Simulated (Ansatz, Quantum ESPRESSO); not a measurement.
# Lattice dynamics of SrOs (Pm-3m) in two programs

Aim: the phonon dispersion of SrOs (Pm-3m), checked by a second program.

Calculated with Quantum ESPRESSO 7.5; DFT LDA, scalar-relativistic, plane waves, JTH PAW pseudopotentials.

The structure was built from a prototype and need not be the compound's stable phase.

## 1. The structure

Symmetry: Pm-3m, No. 221, cubic system. Conventional cell: a = 4.034 Å, b = 4.034 Å, c = 4.034 Å, α = 90.00°, β = 90.00°, γ = 90.00°. Nearest to Os lie 8 Sr at 3.49 Å. Nearest to Sr lie 8 Os at 3.49 Å. Farther neighbours are not listed.

Structure file:

```
Os Sr
1.0
     4.03398    0.00000    0.00000
     0.00000    4.03398    0.00000
     0.00000    0.00000    4.03398
Os Sr
1 1
Cartesian
  0.0000 0.0000 0.0000
  2.0170 2.0170 2.0170
```

## 2. A first look

A cheap run with smearing and empty bands tells whether the crystal has a gap, which decides between fixed occupations and smearing later on.

probe.in

```
&CONTROL
  calculation = 'scf'
  prefix      = 'x'
  outdir      = './tmp'
  pseudo_dir  = './pseudo'
  tprnfor     = .true.
  tstress     = .true.
  verbosity   = 'high'
/
&SYSTEM
  ibrav       = 1
  celldm(1)   = 7.62311991
  nat         = 2
  ntyp        = 2
  ecutwfc     = 40.0
  ecutrho     = 200.0
  occupations = 'smearing'
  smearing    = 'gaussian'
  degauss     = 0.01
/
&ELECTRONS
  conv_thr         = 1.0d-07
  mixing_beta      = 0.7
  electron_maxstep = 100
/
ATOMIC_SPECIES
 Os    190.2300  Os.upf
 Sr     87.6200  Sr.upf
ATOMIC_POSITIONS crystal
 Os     0.000000000   0.000000000   0.000000000
 Sr     0.500000000   0.500000000   0.500000000
K_POINTS automatic
 4 4 4 0 0 0
```

Started as:

```sh
$ OMP_NUM_THREADS=1 mpirun -n 4 pw.x -nk 4 -in probe.in > probe.out
```

Output:

```text
[banners, grids, parts of the stress and lines that vanish by symmetry left out]
Program PWSCF v.7.5
     file Os.upf: wavefunction(s)  6S 0S 0P 0P 5D 0D renormalized
     file Sr.upf: wavefunction(s)  5S 0P 4D 0D renormalized
[...]
kinetic-energy cutoff     =      40.0000  Ry
     charge density cutoff     =     200.0000  Ry
     scf convergence threshold =      1.0E-07
[...]
Exchange-correlation= SLA PW NOGX NOGC
                           (   1   4   0   0   0   0   0)
[...]
48 Sym. Ops., with inversion, found
[...]
(     0          1          0      )
                  (     0          0          1      )
[...]
(  0.0000000  1.0000000  0.0000000 )
                  (  0.0000000  0.0000000  1.0000000 )
[...]
(     0         -1          0      )
[...]
(  0.0000000 -1.0000000  0.0000000 )
[...]
(     0          0          1      )
                  (     1          0          0      )
[...]
( -1.0000000  0.0000000  0.0000000 )
                  (  0.0000000  1.0000000  0.0000000 )
[...]
number of k points=    10  Gaussian smearing, width (Ry)=  0.0100
[...]
End of self-consistent calculation
[...]
the Fermi energy is     6.4299 ev
!    total energy              =    -930.66144107 Ry
[...]
convergence has been achieved in   8 iterations
[...]
atom    1 type  1   force =     0.00000000    0.00000000    0.00000000
     atom    2 type  2   force =     0.00000000    0.00000000    0.00000000
[...]
Total force =     0.000000     Total SCF correction =     0.000000
[...]
total   stress  (Ry/bohr**3)                   (kbar)     P=     -147.93
[...]
XML data file, charge density, pseudopotentials, collected wavefunctions

   JOB DONE.
```

It took 4.1 s on 4 MPI ranks of AMD EPYC 7R13 (Zen 3), shared host.

This step gave:

```yaml
volume_per_atom: 32.82 Å³
pressure: -14.79 GPa
gap_on_the_k_mesh: 0 eV
```

No gap opens on this mesh, so smearing is kept; the start stands at -15 GPa.

## 3. Relaxing the cell and atoms

The relaxation runs at a cutoff a fifth above that of the response, since stress converges more slowly with the basis than frequencies do. Forces and stress are brought to rest with tight thresholds.

relax.in

```
&CONTROL
  calculation   = 'vc-relax'
  prefix        = 'x'
  outdir        = './tmp'
  pseudo_dir    = './pseudo'
  tprnfor       = .true.
  tstress       = .true.
  forc_conv_thr = 2.0d-05
  etot_conv_thr = 1.0d-07
  nstep         = 40
/
&SYSTEM
  ibrav       = 1
  celldm(1)   = 7.62311991
  nat         = 2
  ntyp        = 2
  ecutwfc     = 48
  ecutrho     = 240.0
  occupations = 'smearing'
  smearing    = 'mv'
  degauss     = 0.02
/
&ELECTRONS
  conv_thr         = 1.0d-11
  mixing_beta      = 0.7
  electron_maxstep = 100
/
&IONS
/
&CELL
  press_conv_thr = 0.2
/
ATOMIC_SPECIES
 Os    190.2300  Os.upf
 Sr     87.6200  Sr.upf
ATOMIC_POSITIONS crystal
 Os     0.000000000   0.000000000   0.000000000
 Sr     0.500000000   0.500000000   0.500000000
K_POINTS automatic
 8 8 8 0 0 0
```

Started as:

```sh
$ OMP_NUM_THREADS=1 mpirun -n 4 pw.x -nk 4 -in relax.in > relax.out
```

Output:

```text
[banners, grids, parts of the stress and lines that vanish by symmetry left out]
[banner, memory and clock lines left out]
Program PWSCF v.7.5

[...]
kinetic-energy cutoff     =      48.0000  Ry
     charge density cutoff     =     240.0000  Ry
     scf convergence threshold =      1.0E-11
[...]
energy convergence thresh.=      1.0E-07
     force convergence thresh. =      2.0E-05
     press convergence thresh. =      2.0E-01
     Exchange-correlation= SLA PW NOGX NOGC
                           (   1   4   0   0   0   0   0)
[...]
48 Sym. Ops., with inversion, found
[...]
number of k points=    35  Marzari-Vanderbilt smearing, width (Ry)=  0.0200
[...]
End of self-consistent calculation
[...]
the Fermi energy is     6.3824 ev
!    total energy              =    -930.64541221 Ry
[...]
convergence has been achieved in  15 iterations
[...]
atom    1 type  1   force =     0.00000000    0.00000000    0.00000000
     atom    2 type  2   force =     0.00000000    0.00000000    0.00000000
     Total force =     0.000000     Total SCF correction =     0.000000
[...]
total   stress  (Ry/bohr**3)                   (kbar)     P=     -139.23
[...]
number of bfgs steps    =   0
[...]
CELL_PARAMETERS (alat=  7.62311991)
[...]
ATOMIC_POSITIONS (crystal)
Os               0.0000000000        0.0000000000        0.0000000000
Sr               0.5000000000        0.5000000000        0.5000000000
[...]
New effective cutoffs (rho, wfc):  251.58   50.34
[...]
End of self-consistent calculation
[...]
the Fermi energy is     7.0870 ev
!    total energy              =    -930.67420987 Ry
[...]
convergence has been achieved in  10 iterations
[...]
atom    1 type  1   force =     0.00000000    0.00000000    0.00000000
     atom    2 type  2   force =     0.00000000    0.00000000    0.00000000
     Total force =     0.000000     Total SCF correction =     0.000000
[...]
total   stress  (Ry/bohr**3)                   (kbar)     P=     -135.93
[...]
number of bfgs steps    =   1
[...]
WARNING: bfgs curvature condition failed, Theta= 0.860
[...]
CELL_PARAMETERS (alat=  7.62311991)
[...]
ATOMIC_POSITIONS (crystal)
Os               0.0000000000        0.0000000000        0.0000000000
Sr               0.5000000000        0.5000000000        0.5000000000
[...]
New effective cutoffs (rho, wfc):  270.91   54.21
[...]
End of self-consistent calculation
[...]
the Fermi energy is     8.2915 ev
!    total energy              =    -930.71240109 Ry
[...]
convergence has been achieved in  13 iterations
[...]
atom    1 type  1   force =     0.00000000    0.00000000    0.00000000
     atom    2 type  2   force =     0.00000000    0.00000000    0.00000000
     Total force =     0.000000     Total SCF correction =     0.000000
[...]
total   stress  (Ry/bohr**3)                   (kbar)     P=     -120.60
[...]
number of bfgs steps    =   2
[...]
CELL_PARAMETERS (alat=  7.62311991)
[...]
ATOMIC_POSITIONS (crystal)
[...]
New effective cutoffs (rho, wfc):  304.39   60.91
[...]
End of self-consistent calculation
[...]
the Fermi energy is    10.5085 ev
[...]
!    total energy              =    -930.75575604 Ry
[...]
convergence has been achieved in  14 iterations
[...]
atom    1 type  1   force =     0.00000000    0.00000000    0.00000000
     atom    2 type  2   force =     0.00000000    0.00000000    0.00000000
     Total force =     0.000000     Total SCF correction =     0.000000
[...]
total   stress  (Ry/bohr**3)                   (kbar)     P=       -5.78
[...]
number of bfgs steps    =   5
[...]
New effective cutoffs (rho, wfc):  321.89   64.42
[...]
the Fermi energy is    11.7380 ev
!    total energy              =    -930.75579650 Ry
[...]
convergence has been achieved in  12 iterations
[...]
atom    1 type  1   force =     0.00000000    0.00000000    0.00000000
     atom    2 type  2   force =     0.00000000    0.00000000    0.00000000
     Total force =     0.000000     Total SCF correction =     0.000000
[...]
total   stress  (Ry/bohr**3)                   (kbar)     P=       -0.47
[...]
number of bfgs steps    =   6
[...]
New effective cutoffs (rho, wfc):  322.02   64.44
[...]
the Fermi energy is    11.7470 ev
!    total energy              =    -930.75579677 Ry
[...]
convergence has been achieved in   9 iterations
[...]
atom    1 type  1   force =     0.00000000    0.00000000    0.00000000
     atom    2 type  2   force =     0.00000000    0.00000000    0.00000000
     Total force =     0.000000     Total SCF correction =     0.000000
[...]
total   stress  (Ry/bohr**3)                   (kbar)     P=        0.01
[...]
number of bfgs steps    =   7
[...]
small trust_radius: resetting bfgs history
[...]
CELL_PARAMETERS (alat=  7.62311991)
[...]
ATOMIC_POSITIONS (crystal)
[...]
New effective cutoffs (rho, wfc):  322.02   64.44
[...]
End of self-consistent calculation
[...]
the Fermi energy is    11.7470 ev
!    total energy              =    -930.75579677 Ry
[...]
convergence has been achieved in   4 iterations
[...]
atom    1 type  1   force =     0.00000000    0.00000000    0.00000000
     atom    2 type  2   force =     0.00000000    0.00000000    0.00000000
     Total force =     0.000000     Total SCF correction =     0.000000
[...]
total   stress  (Ry/bohr**3)                   (kbar)     P=        0.00
[...]
bfgs converged in   9 scf cycles and   8 bfgs steps
[...]
End of BFGS Geometry Optimization
     Final enthalpy           =    -930.7557967676 Ry
     File ./tmp/x.bfgs deleted, as requested
[...]
CELL_PARAMETERS (alat=  7.62311991)
[...]
ATOMIC_POSITIONS (crystal)
Os               0.0000000000        0.0000000000        0.0000000000
Sr               0.5000000000        0.5000000000        0.5000000000
[...]
Final scf calculation at the relaxed structure.
[...]
kinetic-energy cutoff     =      48.0000  Ry
     charge density cutoff     =     240.0000  Ry
     scf convergence threshold =      1.0E-13
[...]
press convergence thresh. =      2.0E-01
     Exchange-correlation= SLA PW NOGX NOGC
                           (   1   4   0   0   0   0   0)
[...]
48 Sym. Ops., with inversion, found
[...]
number of k points=    35  Marzari-Vanderbilt smearing, width (Ry)=  0.0200
[...]
c_bands:  1 eigenvalues not converged
     c_bands:  1 eigenvalues not converged
[...]
End of self-consistent calculation
[...]
the Fermi energy is    11.7471 ev
!    total energy              =    -930.75570025 Ry
[...]
convergence has been achieved in  13 iterations
[...]
atom    1 type  1   force =     0.00000000    0.00000000    0.00000000
     atom    2 type  2   force =     0.00000000    0.00000000    0.00000000
     Total force =     0.000000     Total SCF correction =     0.000000
[...]
total   stress  (Ry/bohr**3)                   (kbar)     P=       -0.19
[...]
XML data file, charge density, pseudopotentials, collected wavefunctions
```

The job ended after 67 s (4 MPI ranks; 4.4 min of CPU time).

Step by step:

| step | energy less that of the first step (eV) | largest force (eV/Å) | pressure (GPa) | volume (Å³) |
| --- | --- | --- | --- | --- |
| 1 | 0.0000 | 0.0000 | -13.92 | 65.64 |
| 2 | -0.3918 | 0.0000 | -13.59 | 61.09 |
| 3 | -0.9114 | 0.0000 | -12.06 | 54.67 |
| 4 | -1.4303 | 0.0000 | -5.72 | 45.91 |
| 5 | -1.4739 | 0.0000 | 4.54 | 40.13 |
| 6 | -1.5013 | 0.0000 | -0.58 | 42.49 |
| 7 | -1.5019 | 0.0000 | -0.05 | 42.21 |
| 8 | -1.5019 | 0.0000 | 0.00 | 42.19 |
| 9 | -1.5019 | 0.0000 | 0.00 | 42.19 |
| 10 | -1.5005 | 0.0000 | -0.02 | 42.19 |

```csv
cell as run,before,after,change
a (Å),4.034,3.481,-13.7 %
b (Å),4.034,3.481,-13.7 %
c (Å),4.034,3.481,-13.7 %
volume (Å³/atom),32.82,21.09,-35.7 %
```

Final coordinates:

```
CELL_PARAMETERS angstrom
3.48119 0.00000 0.00000
0.00000 3.48119 0.00000
0.00000 0.00000 3.48119
ATOMIC_POSITIONS crystal
Os 0.00000 0.00000 0.00000
Sr 0.50000 0.50000 0.50000
```

The last row of the table of steps is pw.x's closing run on a basis chosen anew for the final cell, so its energy can jump.

Numbers from this step:

* volume per atom: 21.09 Å³
* pressure: -0.019 GPa

The volume changes by -35.7 % from the cell with which this run began.

## 4. Ground state

The response is built on this ground state, so it is converged far tighter than an energy would need. Smearing stays on, as the first look found no gap above 0.3 eV.

scf.in

```
&CONTROL
  calculation = 'scf'
  prefix      = 'x'
  outdir      = './tmp'
  pseudo_dir  = './pseudo'
  tprnfor     = .true.
  tstress     = .true.
/
&SYSTEM
  ibrav       = 1
  celldm(1)   = 6.57848739
  nat         = 2
  ntyp        = 2
  ecutwfc     = 40.0
  ecutrho     = 200.0
  occupations = 'smearing'
  smearing    = 'mv'
  degauss     = 0.02
/
&ELECTRONS
  conv_thr         = 1.0d-12
  mixing_beta      = 0.7
  electron_maxstep = 100
/
ATOMIC_SPECIES
 Os    190.2300  Os.upf
 Sr     87.6200  Sr.upf
ATOMIC_POSITIONS crystal
 Os     0.000000000   0.000000000   0.000000000
 Sr     0.500000000   0.500000000   0.500000000
K_POINTS automatic
 8 8 8 0 0 0
```

Started as:

```sh
$ OMP_NUM_THREADS=1 mpirun -n 4 pw.x -nk 4 -in scf.in > scf.out
```

Output:

```text
[banners, grids, parts of the stress and lines that vanish by symmetry left out]
[banner, memory and clock lines left out]
Program PWSCF v.7.5

[...]
kinetic-energy cutoff     =      40.0000  Ry
     charge density cutoff     =     200.0000  Ry
     scf convergence threshold =      1.0E-12
[...]
Exchange-correlation= SLA PW NOGX NOGC
                           (   1   4   0   0   0   0   0)
[...]
48 Sym. Ops., with inversion, found
[...]
number of k points=    35  Marzari-Vanderbilt smearing, width (Ry)=  0.0200
[...]
End of self-consistent calculation
[...]
the Fermi energy is    11.7473 ev
!    total energy              =    -930.75546483 Ry
[...]
convergence has been achieved in  14 iterations
[...]
atom    1 type  1   force =     0.00000000    0.00000000    0.00000000
     atom    2 type  2   force =     0.00000000    0.00000000    0.00000000
     Total force =     0.000000     Total SCF correction =     0.000000
[...]
total   stress  (Ry/bohr**3)                   (kbar)     P=       -0.51
[...]
XML data file, charge density, pseudopotentials, collected wavefunctions
```

Run time: 6.2 s. Hardware: 4 MPI ranks.

Numbers from this step:

| Property | Result |
| --- | --- |
| pressure | -0.05100 GPa |

The cell stands at -0.051 GPa, close enough for phonons.

(Continued in part 2 of 4.)

[Host names and launcher messages were left out of these logs when they were recorded.]

[Logs are printed without paths, hosts, clocks, repeated set-up lines and the standing remarks that a program may print on its own settings, such as how far it seeks lower states.]

[Hosts, paths, dates, database ids (printed as entryN), source tags and the programs' standing remarks are cut or masked in the printed files.]
